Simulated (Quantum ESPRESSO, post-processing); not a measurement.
# Ti(0001), 5 layers against a metal electrode: a series in the charge of the slab, part 4 of 4

What law, if any, do the results for Ti(0001), 5 layers against a metal electrode follow against the charge of the slab?

Quantum ESPRESSO 7.5; plane-wave DFT, PBE, GBRV ultrasoft pseudopotentials.

So far. Step 5 (Ground state, 1 ×10¹³ e/cm²): Inside the slab this potential holds the local part of the pseudopotentials, which can be repulsive at the nuclei; only its value in the vacuum has a meaning of its own. Step 6 (Self-consistent run, -1.5 ×10¹³ e/cm²): Inside the slab this potential holds the local part of the pseudopotentials, which can be repulsive at the nuclei; only its value in the vacuum has a meaning of its own.

### 7. Self-consistent run, -3 ×10¹³ e/cm²

The input, m0.esm.in:

```
&control
  prefix = 'm0.esm'
  outdir = './out'
  pseudo_dir = './pseudo'
  calculation = 'scf'
  tprnfor = .true.
/
&system
  ibrav = 0
  nat = 5
  ntyp = 1
  ecutwfc = 40
  ecutrho = 200
  occupations = 'smearing'
  smearing = 'mv'
  degauss = 0.02
  assume_isolated = 'esm'
  esm_bc = 'bc3'
  tot_charge = -0.02261
/
&electrons
  conv_thr = 1e-08
  mixing_beta = 0.25
  electron_maxstep = 160
  mixing_mode = 'local-TF'
  mixing_ndim = 12
  startingpot = 'file'
/
ATOMIC_SPECIES
  Ti  47.8670  ti_pbe_v1.4.uspp.F.UPF
CELL_PARAMETERS angstrom
  2.93894489800000 0.00000000000000 0.00000000000000
  1.46947244900000 2.54520094199067 0.00000000000000
  0.00000000000000 0.00000000000000 24.16851833750476
ATOMIC_POSITIONS crystal
  Ti  0.000000000000 0.000000000000 -0.125845472496
  Ti  0.666666666700 0.666666666700 -0.036355966996
  Ti  0.000000000000 0.000000000000 0.062064210104
  Ti  0.666666666700 0.666666666700 0.160484387204
  Ti  0.000000000000 0.000000000000 0.249973892704
K_POINTS automatic
  12 12 1 0 0 0
```

Command:

```sh
$ cp -r out/m1.esm.save out/m0.esm.save
$ OMP_NUM_THREADS=1 mpirun -n 4 pw.x -nk 4 -in m0.esm.in > m0.esm.out
```

The program printed:

```text
[banner, memory and clock lines left out]
Program PWSCF v.7.5 starts
[...]
Message from routine setup:
[...]
number of electrons       =        60.02
     number of Kohn-Sham states=           36
     kinetic-energy cutoff     =      40.0000  Ry
     charge density cutoff     =     200.0000  Ry
[...]
number of k points=    19  Marzari-Vanderbilt smearing, width (Ry)=  0.0200
[...]
Dense  grid:    58381 G-vectors     FFT dimensions: (  25,  25, 216)
[...]
The initial density is read from file :
[...]
negative rho (up, down):  6.982E-03 0.000E+00
     Starting wfcs are   50 randomized atomic wfcs
[...]
negative rho (up, down):  7.549E-03 0.000E+00
[...]
estimated scf accuracy    <      10.86602294 Ry
[...]
negative rho (up, down):  8.034E-03 0.000E+00
[...]
estimated scf accuracy    <       0.02279681 Ry
[...]
negative rho (up, down):  8.116E-03 0.000E+00
[...]
estimated scf accuracy    <       0.14934197 Ry
[...]
negative rho (up, down):  8.910E-03 0.000E+00
[...]
estimated scf accuracy    <       0.11369832 Ry
[...]
negative rho (up, down):  9.056E-03 0.000E+00
[...]
estimated scf accuracy    <       0.03766624 Ry
[...]
negative rho (up, down):  9.201E-03 0.000E+00
[...]
estimated scf accuracy    <       0.03533287 Ry
[...]
negative rho (up, down):  9.246E-03 0.000E+00
[...]
estimated scf accuracy    <       0.01836809 Ry
[...]
negative rho (up, down):  8.862E-03 0.000E+00
[...]
estimated scf accuracy    <       0.00333465 Ry
[...]
negative rho (up, down):  8.651E-03 0.000E+00
[...]
estimated scf accuracy    <       0.00302601 Ry
[...]
negative rho (up, down):  8.442E-03 0.000E+00
[...]
estimated scf accuracy    <       0.00131094 Ry
[...]
negative rho (up, down):  8.114E-03 0.000E+00
[...]
estimated scf accuracy    <       0.00210460 Ry
[...]
negative rho (up, down):  8.238E-03 0.000E+00
[...]
estimated scf accuracy    <       0.00193007 Ry
[...]
negative rho (up, down):  6.859E-03 0.000E+00
[...]
estimated scf accuracy    <       0.00000010 Ry
[...]
negative rho (up, down):  6.863E-03 0.000E+00
[...]
estimated scf accuracy    <       0.00000017 Ry
[...]
negative rho (up, down):  6.863E-03 0.000E+00
[...]
estimated scf accuracy    <       0.00000005 Ry
[...]
negative rho (up, down):  6.863E-03 0.000E+00
[...]
estimated scf accuracy    <       0.00000001 Ry
[...]
negative rho (up, down):  6.864E-03 0.000E+00
[...]
estimated scf accuracy    <       0.00000011 Ry
[...]
negative rho (up, down):  6.864E-03 0.000E+00
[...]
estimated scf accuracy    <       0.00000015 Ry
[...]
negative rho (up, down):  6.864E-03 0.000E+00
[...]
estimated scf accuracy    <       0.00000011 Ry
[...]
negative rho (up, down):  6.862E-03 0.000E+00
[...]
estimated scf accuracy    <       0.00000004 Ry
[...]
negative rho (up, down):  6.862E-03 0.000E+00
[...]
estimated scf accuracy    <       0.00000010 Ry
[...]
negative rho (up, down):  6.863E-03 0.000E+00
[...]
the Fermi energy is    -2.4547 ev
!    total energy              =    -596.12783551 Ry
     estimated scf accuracy    <          1.4E-09 Ry
     smearing contrib. (-TS)   =      -0.00053362 Ry
     internal energy E=F+TS    =    -596.12730189 Ry
[...]
one-electron contribution =  -55894.07417382 Ry
     hartree contribution      =   27932.12505548 Ry
     xc contribution           =     -90.11031570 Ry
     ewald contribution        =   27455.93213215 Ry
     convergence has been achieved in  48 iterations
     negative rho (up, down):  6.863E-03 0.000E+00
[...]
Total force =     0.001821     Total SCF correction =     0.000317
[...]
```

Elapsed: 1.7 min, on 4 MPI ranks of Intel Xeon Platinum 8488C (Sapphire Rapids), shared host; peak memory 0.47 GiB.

Read from the output:

* Fermi energy: -2.455 eV
* vacuum line at the lower end of the cell, over the Fermi level: 4.448 eV
* slope of the potential above: -0.5464 eV/Å
* vacuum line at the upper end of the cell, over the Fermi level: 2.454 eV

Inside the slab this potential holds the local part of the pseudopotentials, which can be repulsive at the nuclei; only its value in the vacuum has a meaning of its own.

### 8. The series side by side

The series in one table:

```csv
the charge of the slab (positive: electrons removed),electrode's level over the Fermi level (eV),far face's level over the Fermi level (eV),field in the gap (eV/Å)
-3 ×10¹³ e/cm²,2.454,4.448,-0.5464
-1.5 ×10¹³ e/cm²,3.429,4.444,-0.2729
0 ×10¹³ e/cm²,4.437,4.434,0.0008477
1 ×10¹³ e/cm²,5.127,4.436,0.1837
2 ×10¹³ e/cm²,5.825,4.437,0.3664
3 ×10¹³ e/cm²,6.534,4.44,0.5494
4.5 ×10¹³ e/cm²,7.616,4.441,0.8237
6 ×10¹³ e/cm²,8.717,4.436,1.098
7 ×10¹³ e/cm²,9.461,4.442,1.281
8 ×10¹³ e/cm²,10.21,4.431,1.464
```

### 9. Worked from the printed numbers

Last interval: C = Δσ/ΔV = 0.00101 e/Å² / 0.751 V × 1602 = 2.15 µF/cm².

### 10. Outcome

```json
{
 "mean capacitance at positive charge": "2.24 μF/cm²",
 "effective gap ε₀/C": "3.95 Å",
 "top atoms to electrode": "6.04 Å"
}
```

In words: The series holds 10 members; mean capacitance at positive charge: 2.24 μF/cm²; effective gap ε₀/C: 3.95 Å; top atoms to electrode: 6.04 Å (PBE, GBRV ultrasoft). Interval by interval C lies between 2.15 and 2.49 µF/cm². The far face's level moves by 0.02 eV over the series: the slab screens like a metal, and averaged over the positive charges the image plane lies 2.09 Å above the top atoms. Vacuum fills the gap; ions don't answer the charge; added electrons can spill towards the electrode at the most negative charges.

[Logs are printed without paths, hosts, clocks, repeated set-up lines and the standing remarks that a program may print on its own settings, such as how far it seeks lower states.]

[Hosts, paths, dates, database ids (printed as entryN), source tags and the programs' standing remarks are cut or masked in the printed files.]

[Maps of the electrostatic potential energy from Ansatz leave out the sawtooth potential of an applied field or a dipole correction, so their vacuum need not be flat; planar profiles and work functions include it.]
